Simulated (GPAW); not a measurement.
# Surface energies of Na: faces and functionals

Which face of Na costs least to make, and how far does the functional move the answer?

**Method.** GPAW 26.7.0, plane waves at 450 eV with PAW setups; symmetric 1×1 slabs cut at the tabulated lattice constant (two decimals; low-temperature values for the alkali metals), atoms at bulk places, 7.5 Å of vacuum on each side, one in-plane mesh for all thicknesses, Fermi-Dirac smearing of 0.1 eV. Energies are extrapolated to zero smearing and count from the program's reference atoms. Each γ comes from a line through the energies of slabs of six layers and more, E(n) = nε + 2Aγ.

Results:

```
 face  area an atom (Å²)  γ LDA (J/m²)  γ PBE (J/m²)  γ RPBE (J/m²)
(110)              12.65          0.24          0.21           0.18
(100)              17.89          0.26          0.22           0.19
```

What this shows: With PBE the surface energy runs from 0.21 J/m² on (110) to 0.22 J/m² on (100). (110) and (100) lie too close to order. Per surface atom the cost is 0.16 eV on (110) and 0.24 eV on (100), rising as the faces open up and each atom loses more neighbours. On every face the functionals order as LDA > PBE > RPBE, by 0.06 to 0.07 J/m² from first to last: the stronger the gradient correction to exchange, the less a surface costs.

What the numbers leave out: The surfaces are unrelaxed and unreconstructed; relaxation lowers the open faces most. All functionals use the tabulated lattice constant. Faces whose energies scatter by over 20 meV about the line were left out.

[Logs are printed without paths, hosts, clocks, repeated set-up lines and the standing remarks that a program may print on its own settings, such as how far it seeks lower states.]
